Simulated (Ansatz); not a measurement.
# Formation energy and levels of the hydrogen interstitial H_i (antibonding, by N) in Al3GaN4 (Pm), part 2 of 2

Aim: at which Fermi levels does H_i (antibonding, by N) in Al3GaN4 (Pm) change its charge? The model is a cell of 96 host atoms with 1 H put in.

Ansatz; place-levels on PBEsol runs: charge-transition levels and formation energies with image-charge correction and potential alignment at the atomic sites.

So far: Starting point; Charge states; Placing the levels, PBEsol.

## (3) Placing the levels, PBEsol (continued)

Levels between the charges placed, in eV above the valence top:

|  | gap (eV) | (+1/0) | (0/−1) |
| --- | --- | --- | --- |
| PBEsol | 3.48 | 2.95 | 1.80 |

Corrections by state:

```
charge  moment (μB)  image terms and alignment (eV)  band filling (eV)                               ε used  over the lowest of its charge, as the program ranks them, band filling apart (eV)
    +1          0.0                           0.245                  -  principal values (8.63, 8.67, 9.98)                                                                              0.000
     0          1.0                           0.000                  -                                    -                                                                              0.000
    −1          0.0                           0.198                  -  principal values (8.63, 8.67, 9.98)                                                                              0.000
```

The charged structures listed were also run neutral, and place-levels reads from each pair, by the potential or the spins, how wide the charge is by which they differ; that can be the carrier of either run.

| charge | rms radius (Å) | spread where it is widest against the cell (Å) | wide from (Å) | reading |
| --- | --- | --- | --- | --- |
| +1 | 6.0 | 3.89 | 1.88 | wide |
| −1 | 2.3 | 1.47 | 1.63 | narrow |

The neutral runs of these pairs need not share the spin of the lowest neutral state, and very wide values only mean spread over the cell.

From the program's caveats on the states, each cut to its opening words:

- charge +1: it parts from the run at its places by a charge that spreads by about 3.9 Å along one vector (1.9 Å or more is wide), by its potential at epsilon [4.99, 4.79, [...]
- charge 0 (1 μB): flagged: stability check not made
- charge −1: its displacements don't fall off away from the defect: farther atoms stand 0.017 Å off the host's places

Chemical potentials of the elements' reference phases, run alike. Formation energies (elemental references), with the Fermi level at the valence top and at the conduction bottom (gap 3.48 eV):

| charge | at valence top (eV) | at conduction bottom (eV) | correction included (eV) |
| --- | --- | --- | --- |
| +1 | -0.23 | 3.25 | 0.25 |
| 0 | 2.72 | 2.72 | 0.00 |
| −1 | 4.52 | 1.05 | 0.20 |

```
Fermi level (eV)  lowest formation energy (eV)
            0.00                         -0.23
            0.32                          0.09
            0.63                          0.40
            0.95                          0.72
            1.26                          1.04
            1.58                          1.35
            1.90                          1.67
            2.21                          1.99
            2.53                          1.99
            2.85                          1.68
            3.16                          1.36
            3.48                          1.05
```

## (4) The same at the relaxations' own k-points

The relaxations' own energies give the levels at their sampling, for comparison.

levels.relax_mesh.yaml

```yaml
host:
  run: host.relax.run
  levels_from: { run: edges.relax.run }
states: [qm1.relax.run, q0_M1.relax.run, qp1.relax.run]
chemical_potentials:
  H:
    energy: -15.609288
    dataset: "<sha256 of the dataset>"
```

Run with:

```
$ ansatz place-levels levels.relax_mesh.yaml -- --threads 4 --pin off --max-ram 7536MiB
```

Log:

```text
[...]
formation energy of charge +1: -0.227 eV with the Fermi level at the valence edge
formation energy of charge 0: +2.722 eV with the Fermi level at the valence edge
formation energy of charge -1: +4.527 eV with the Fermi level at the valence edge
  edges by pbesol of host.levels_from (edges.relax.run), its mesh sampled to repeats of 27.09 Å (the valence edge +0.140 eV and the conduction edge -0.782 eV from those of the host's own run), gap 3.477 eV; the host is sampled to repeats of 13.78 Å
[... the lines on each state left out ...]
```

It took 0.14 s on 4 threads of Arm Neoverse V1, shared host.

Levels between neighbouring charges, in eV above the valence top:

```
                        gap (eV)  (+1/0)  (0/−1)
one point at (¼, ¼, ¼)      3.48    2.95    1.80
  a 2×2×2 shifted mesh      3.48    2.95    1.80
```

Going from one point at (¼, ¼, ¼) to a 2×2×2 shifted mesh moves the levels that carry no band-filling term by up to 0.00 eV and formation energies against the elements by up to 0.00 eV.

## (5) Another choice

A choice is tested by changing it alone.

levels.try0.yaml is levels.point.yaml with these lines changed:

```diff
-epsilon: [4.99, 4.79, 4.8]
-static_epsilon: [9.98, 8.63, 8.67]
+epsilon: 6.46
+static_epsilon: 12.07
```

Run with:

```
$ ansatz place-levels levels.try0.yaml -- --threads 4 --pin off --max-ram 7536MiB
```

Log:

```text
[...]
formation energy of charge +1: -0.265 eV with the Fermi level at the valence edge
formation energy of charge 0: +2.722 eV with the Fermi level at the valence edge
formation energy of charge -1: +4.486 eV with the Fermi level at the valence edge
vertical -1 to 0: no energy, since no alignment is typed
vertical +1 to 0: no energy, since no alignment is typed
[...]
[... the lines on each state left out ...]
```

The change: single dielectric constants in place of the tensors, a third over their means.

Levels in eV above the valence top; the changed ones are not the defect's:

```csv
,gap (eV),(+1/0),(0/−1)
changed,3.48,2.99,1.76
as set up,3.48,2.95,1.80
```

The largest shift is 0.04 eV.

## (6) What came out

| Quantity | Value |
| --- | --- |
| gap of the host | 3.48 eV (PBEsol) |
| level (plus 1/0) | 2.95 eV above the valence top, not a change between lowest states |
| level (0/minus 1) | 1.80 eV above the valence top, not a change between lowest states |
| level (plus 1/minus 1) | 2.38 eV above the valence top |
| lowest of the charges placed, just above the valence top (0.02 eV) | +1 |
| lowest of the charges placed, just below the conduction bottom (0.02 eV) | −1 |
| lowest formation energy at mid-gap of the charges run, elemental references | 1.51 eV |

**Reading.** Of the charges placed (−1, 0 and +1), the lowest changes at 2.38 eV (+1/−1) above the valence top, in a gap of 3.48 eV. (+1/−1) passes over charge 0, which lies 0.57 eV above the two there; a lower structure or spin state of it, if missed, would change that. Charges above +1 and below −1 were not placed, so these runs say nothing of levels that involve them. States placed: +1 at 0 μB; 0 at 1 μB; −1 at 0 μB. Other spin states or structures, where not listed, weren't placed. At charge −1 and 0 the atom put in ends up to 1.2 Å from its starting place, so the name tells the start alone and the levels can join different sites. H is taken at its element; compounds, which aren't counted here, bound the chemical potentials and would shift these formation energies. Going from one point at (¼, ¼, ¼) to a 2×2×2 shifted mesh moves the levels that carry no band-filling term by up to 0.00 eV and formation energies against the elements by up to 0.00 eV. What this leaves open: PBEsol makes the gap too small and tends to spread out bound carriers; where a gas molecule sets a chemical potential or the host's formation energy, its binding is uncorrected.

[Logs are printed without paths, hosts, clocks, repeated set-up lines and the standing remarks that a program may print on its own settings, such as how far it seeks lower states.]

[Hosts, paths, dates, database ids (printed as entryN), source tags and the programs' standing remarks are cut or masked in the printed files.]

[Where a table of states has a column of steps, it counts the stored structures, which are thinned; the runs took as many ionic steps or more.]

[A defect's name tells the site on which it was built; relaxed atoms can leave that site.]

[For some hosts the program warned that the k-mesh of the response run may be too coarse for force constants and the static dielectric constant; such warnings are not shown here.]
